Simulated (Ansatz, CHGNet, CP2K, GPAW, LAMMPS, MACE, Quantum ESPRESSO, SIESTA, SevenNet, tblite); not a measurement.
# CP2K on glassy 74TiO2-26ZrO2 (mol %) (105 atoms): settings against a plane-wave reference, part 2 of 2

Wanted: CP2K inputs and outputs for glassy 74TiO2-26ZrO2 (mol %) (105 atoms), checked against a plane-wave reference.

Program: CP2K 2026.2; the method stands at each step. Banners, paths, timers and routine set-up lines are dropped from the logs unmarked, and long logs keep their key lines alone; longer cuts are marked.

So far. Step 2 (PBE, DZVP-MOLOPT-SR, 800/50 Ry, diagonalisation): Forces lie 5.8 % from the reference's, at 5.2 times its CPU time (on 2 against 4 cores).

## (3) PBE, DZVP-MOLOPT-SR, 280/50 Ry, diagonalisation

Method: Kohn-Sham DFT, PBE, GTH-PBE pseudopotentials, Gaussian and plane waves, DZVP-MOLOPT-SR-GTH, diagonalisation.

File input.inp:

```
&GLOBAL
  PROJECT cell
  RUN_TYPE ENERGY_FORCE
  PRINT_LEVEL LOW
&END GLOBAL
&FORCE_EVAL
  METHOD QS
  STRESS_TENSOR ANALYTICAL
  &DFT
    BASIS_SET_FILE_NAME BASIS_MOLOPT
    POTENTIAL_FILE_NAME GTH_POTENTIALS
    &MGRID
      CUTOFF 280
      REL_CUTOFF 50
    &END MGRID
    &QS
      EPS_DEFAULT 1.0E-12
    &END QS
    &SCF
      SCF_GUESS ATOMIC
      EPS_SCF 5.0E-06
      MAX_SCF 200
      ADDED_MOS 14
      &DIAGONALIZATION
        ALGORITHM STANDARD
      &END DIAGONALIZATION
      &SMEAR ON
        METHOD FERMI_DIRAC
        ELECTRONIC_TEMPERATURE [K] 580
      &END SMEAR
      &MIXING
        METHOD BROYDEN_MIXING
        ALPHA 0.3
        NBROYDEN 12
      &END MIXING
      &PRINT
        &RESTART OFF
        &END RESTART
      &END PRINT
    &END SCF
    &XC
      &XC_FUNCTIONAL PBE
      &END XC_FUNCTIONAL
    &END XC
    &PRINT
      &MULLIKEN ON
      &END MULLIKEN
      &HIRSHFELD ON
        SHAPE_FUNCTION DENSITY
      &END HIRSHFELD
      &MO ON
        EIGENVALUES T
        OCCUPATION_NUMBERS T
        MO_INDEX_RANGE 409 432
        &EACH
          QS_SCF 0
        &END EACH
        ADD_LAST NUMERIC
      &END MO
    &END PRINT
  &END DFT
  &SUBSYS
    &CELL
      A 11.02260 0.00000 0.00000
      B 0.00000 11.02260 0.00000
      C 0.00000 0.00000 11.02260
    &END CELL
    &COORD
      SCALED
      Ti 0.55463 0.72416 0.32784
      Ti 0.34755 0.99842 0.08531
      Ti 0.24083 0.24401 0.07078
      Ti 0.98740 0.73515 0.39729
      Ti 0.25917 0.78989 0.87049
      Ti 0.67576 0.38135 0.82884
      Ti 0.34306 0.04936 0.68785
      Ti 0.83680 0.57843 0.93058
      Ti 0.60319 0.20865 0.12438
      Ti 0.25970 0.34853 0.75370
      Ti 0.61731 0.05767 0.83484
      Ti 0.92354 0.08705 0.72124
      Ti 0.56695 0.70257 0.80092
      Ti 0.05662 0.66847 0.09833
      Ti 0.73127 0.89517 0.59209
      Ti 0.15741 0.13233 0.50359
      Ti 0.99775 0.33863 0.89309
      Ti 0.40775 0.33662 0.33064
      Ti 0.89405 0.90154 0.94765
      Ti 0.31329 0.62632 0.14913
[... 81 atom lines left out ...]
      O 0.85880 0.19885 0.35084
      O 0.62652 0.56877 0.25181
      O 0.22374 0.69508 0.02564
      O 0.48654 0.91459 0.09144
    &END COORD
    &KIND Ti
      BASIS_SET DZVP-MOLOPT-SR-GTH-q12
      POTENTIAL GTH-PBE-q12
    &END KIND
    &KIND Zr
      BASIS_SET DZVP-MOLOPT-SR-GTH-q12
      POTENTIAL GTH-PBE-q12
    &END KIND
    &KIND O
      BASIS_SET DZVP-MOLOPT-SR-GTH-q6
      POTENTIAL GTH-PBE-q6
    &END KIND
  &END SUBSYS
  &PRINT
    &FORCES ON
    &END FORCES
    &STRESS_TENSOR ON
    &END STRESS_TENSOR
  &END PRINT
&END FORCE_EVAL
```

Launch:

```console
OMP_NUM_THREADS=1 mpirun -np 4 cp2k.psmp -i input.inp > output.txt
```

Numbers of over 12 decimals in the logs are rounded to 6 here.

Output:

```text
CP2K| version string:                                       CP2K version 2026.2
 CP2K| Input file name                                                 input.inp
 GLOBAL| Basis set file name                                        BASIS_MOLOPT
 GLOBAL| Potential file name                                      GTH_POTENTIALS
[... lines left out ...]
 Number of electrons:                                                        840
[... lines left out ...]
  Step     Update method      Time    Convergence         Total energy    Change
[... lines left out ...]
  *** SCF run converged in    16 steps ***
[... lines left out ...]
  Fermi energy:                                                 0.233360
  Total energy:                                             -3066.112092
  Total energy (extrapolated to T->0):                      -3066.112092
[... lines left out ...]
 MO| E(Fermi):            0.233360 a.u.          6.350052 eV
[... lines left out ...]
 ENERGY| Total FORCE_EVAL ( QS ) energy [hartree]          -3066.112117
[... lines left out ...]
 FORCES|      1 -1.85290526E-02  1.53896943E-05 -5.94532934E-03   1.94595213E-02
 FORCES|      2 -1.39381845E-02  4.04525914E-03  1.20269641E-02   1.88490046E-02
 FORCES|      3 -3.53632702E-03 -2.80200200E-02  1.81423777E-02   3.35674395E-02
[...]
FORCES|    104  2.03563822E-03  4.04977945E-03 -1.21195001E-02   1.29393516E-02
 FORCES|    105  2.41928507E-03  7.17534848E-03  6.34370134E-03   9.87831528E-03
 FORCES| Sum    -1.01257003E-03 -2.07882253E-02 -7.91184282E-03
 FORCES| Total atomic force                                       2.22659576E-02
 STRESS| Analytical stress tensor [bar]
 STRESS|                        x                   y                   z
 STRESS|      x        2.74496681862E+04   5.34191266012E+03  -9.23482434090E+03
 STRESS|      y        5.34191266012E+03   1.88383272035E+03   8.00408601858E+03
 STRESS|      z       -9.23482434090E+03   8.00408601858E+03   1.16211155023E+04
 STRESS| 1/3 Trace                                             1.36515388029E+04
```

Elapsed: 2.9 min, on 4 MPI ranks of Arm Neoverse V1, shared host; peak memory 4.4 GiB.

Numbers from this run, and their distance from the reference:

| Item | Value |
| --- | --- |
| r.m.s. force component | 0.6291 eV/Å |
| r.m.s. difference of force components | 97.66 meV/Å |
| longest difference of force vectors | 399.4 meV/Å |
| force difference over r.m.s. force | 16.32 % |
| slope of forces against the reference's | 1.04 |
| correlation of force components | 0.9886 |
| gap (highest filled to lowest empty level) | 2.374 eV |
| gap difference | -0.0775 eV |
| pressure | 1.365 GPa |
| pressure difference | 0.2464 GPa |
| energy less the same-level run's | -2.202 meV/atom |
| r.m.s. force difference from the same-level run | 90.55 meV/Å |

This is a coarse setting, run to see what it loses.

Against the first run (5.8 %), the force difference from the reference is 16 %, at 0.75 times the CPU time (on 4 against 2 cores): the grid matters here.

The difference per atom is largest on O (0.18 eV/Å on average, against 0.059 on Ti). The forces add up to 1.1 eV/Å instead of zero, usually a sign of too coarse a grid.

## (4) Side by side

Differences are against the plane-wave reference, forces as r.m.s. over components; share is that over the reference's r.m.s. force, slope the least-squares factor from reference forces to these. Total energies of different programs have different zeros and aren't compared.

```
                                                          run  Δ force, r.m.s. (meV/Å)  share (%)  slope  Δ pressure (GPa)  Δ gap (eV)  cores  CPU time  memory (GiB)
                                                    reference                        -          -      -                 -           -      4     3 min           2.3
         CP2K PBE, DZVP-MOLOPT-SR, 800/50 Ry, diagonalisation                     34.5       5.77  1.034             0.121     -0.0781      2    15 min           6.1
CP2K PBE, DZVP-MOLOPT-SR, 280/50 Ry, diagonalisation (coarse)                     97.7       16.3  1.040             0.246     -0.0775      4    12 min           4.4
```

Rows marked coarse were listed beforehand as settings not expected to be converged; some can still land near the reference.

CPU time is summed over cores on a shared host, where runs went side by side, so it is rough. Symmetry, cutoffs, thresholds, outputs and thread counts weren't matched or tuned between programs; memory under MPI is the largest rank's times the ranks.

Mean charges by element (e), by run and scheme:

```
                                                 run     scheme     Ti     Zr      O
                                           reference     Löwdin  +1.34  +1.48  -0.64
CP2K PBE, DZVP-MOLOPT-SR, 800/50 Ry, diagonalisation   Mulliken  +1.08  +1.24  -0.56
CP2K PBE, DZVP-MOLOPT-SR, 800/50 Ry, diagonalisation  Hirshfeld  +0.59  +0.70  -0.31
```

The reference's Löwdin charges lack the electrons that the projection spills, 0.029 e an atom on average.

Within one program, basis, potentials and functional, energies share a zero. Each run against its twin at the usual cutoff or grid and solver:

```
                                                 run                                        twin  Δ energy (meV/atom)  Δ force, r.m.s. (meV/Å)         CPU time over the twin's
CP2K PBE, DZVP-MOLOPT-SR, 280/50 Ry, diagonalisation  DZVP-MOLOPT-SR, 800/50 Ry, diagonalisation                -2.20                     90.6  0.75 (this twin ran on 2 cores)
```

## (5) Outcome

| Property | Result |
| --- | --- |
| nearest in forces | CP2K PBE, DZVP-MOLOPT-SR, 800/50 Ry, diagonalisation, 5.8 % |
| its CPU time | 15 min |

**Reading.** The PBE run in local orbitals, coarse settings apart, differs by 5.8 % (CP2K PBE, DZVP-MOLOPT-SR, 800/50 Ry, diagonalisation); basis, grid and potentials can all enter. Runs with settings chosen to be coarse differ by 16 % (CP2K PBE, DZVP-MOLOPT-SR, 280/50 Ry, diagonalisation), their programs' other errors included. None of the electronic-structure runs in the table takes under half the reference's CPU time of 3 min; they take 3.9 to 5.2 times as much. At the same functional, the gap of these runs lies 0.08 eV below the reference's 2.45 eV. Charges hang on scheme and program or settings: among these rows the mean for Zr runs from +0.70 to +1.48 e. The quench rate of 50 K/ps is many orders above laboratory rates, so the cell is likely richer in defects and strain than a real sample. The network of bonds at the start is that of the classical potential that made the cell, and needn't be the one that DFT or experiment would give. The electronic-structure runs sample only Γ, in a cell whose shortest periodic width is 11 Å.

[Also dropped from logs without a mark: logging warnings of Python, and SIESTA's first energy breakdown and zero terms.]

[Logs are printed without paths, hosts, clocks, repeated set-up lines and the standing remarks that a program may print on its own settings, such as how far it seeks lower states.]

[Hosts, paths, dates, database ids (printed as entryN), source tags and the programs' standing remarks are cut or masked in the printed files.]
